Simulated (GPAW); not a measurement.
A computed O K-edge spectrum of one site in a crystal of Mn, O and Sr, with its zero at a photon energy of about 524.0 eV (LDA puts this hole about 4 eV below PBE, itself good to a few eV). Method: GPAW, LDA, excited-electron core hole (neutral cell) in a small cell, dipole transitions, broadening that rises with energy.

Energy from the lowest empty level; intensity scaled to a mean of 1 over the first 20 eV:

```tsv
E (eV)	intensity
-2.00	0.00
-1.25	0.00
-0.50	0.02
0.25	0.25
1.00	0.73
1.75	1.09
2.50	1.09
3.25	0.78
4.00	0.92
4.75	0.82
5.50	1.36
6.25	1.93
7.00	1.72
7.75	1.01
8.50	0.62
9.25	0.81
10.00	1.14
10.75	1.35
11.50	1.36
12.25	1.20
13.00	1.04
13.75	0.95
14.50	0.89
15.25	0.82
16.00	0.79
16.75	0.81
17.50	0.83
18.25	0.83
19.00	0.82
19.75	0.84
20.50	0.86
21.25	0.85
22.00	0.79
22.75	0.72
23.50	0.67
24.25	0.66
25.00	0.69
25.75	0.74
26.50	0.78
27.25	0.81
28.00	0.83
28.75	0.83
29.50	0.81
30.25	0.80
31.00	0.79
31.75	0.79
```

Q: Which coordination does this site have?

A K edge sees empty p states; the first features are O p mixed into the empty d states of the Mn neighbours, and the broad ones above probably into the cations' higher empty bands. It is atom 7 of Sr2Mn2O5 (Cmmm), with 1 Mn at 1.90 Å and 1 Mn at 2.00 Å (linear, site symmetry 2mm). Its main maxima below 24 eV lie at 2.1 eV (1.17), 4.1 eV (0.93), 6.3 eV (1.94), 11.2 eV (1.38) and 20.7 eV (0.86). A near-edge spectrum doesn't fix the structure by itself; it is matched against candidates. The hole lies in one spin channel, while the script sums the empty states of both and takes the lower zero; where the two channels are split, this blurs and shifts the curve. The unit cell's mesh shows no gap over 0.35 eV. That is right for a metallic compound; for a small-gap or correlated insulator it would be the fault of the functional or of the assumed magnetic order, and the hole would be screened too well. The crystal has 3 inequivalent O sites and not all are shown here, while a measurement adds them all. The spins start ferromagnetically in a simple order, which needn't be the measured one; gap and edge can depend on it. The mesh is coarse (0.29 Å⁻¹ between points), so small maxima may be mesh ripples. Lifetime broadening is put in by hand, and intensities beyond about 20 eV depend on it and on the partial waves; weight that the partial waves miss at high energy is lost. The structure is a computed Materials Project entry and may be a hypothetical form.

[Banner, clock and machine lines of the logs are left out without a mark of their own.]

[Logs are printed without paths, hosts, clocks, repeated set-up lines and the standing remarks that a program may print on its own settings, such as how far it seeks lower states.]

[Hosts, paths, dates, database ids (printed as entryN), source tags and the programs' standing remarks are cut or masked in the printed files.]

[Lists of maxima count a maximum above −3 eV only where it reaches 4 % of the highest in the window and stands out from its surroundings by 2 % of it (1.5 % where it reaches 55 %); shoulders and weaker maxima are passed over, and of the rest the first, up to two pre-edge ones and the few strongest are named.]
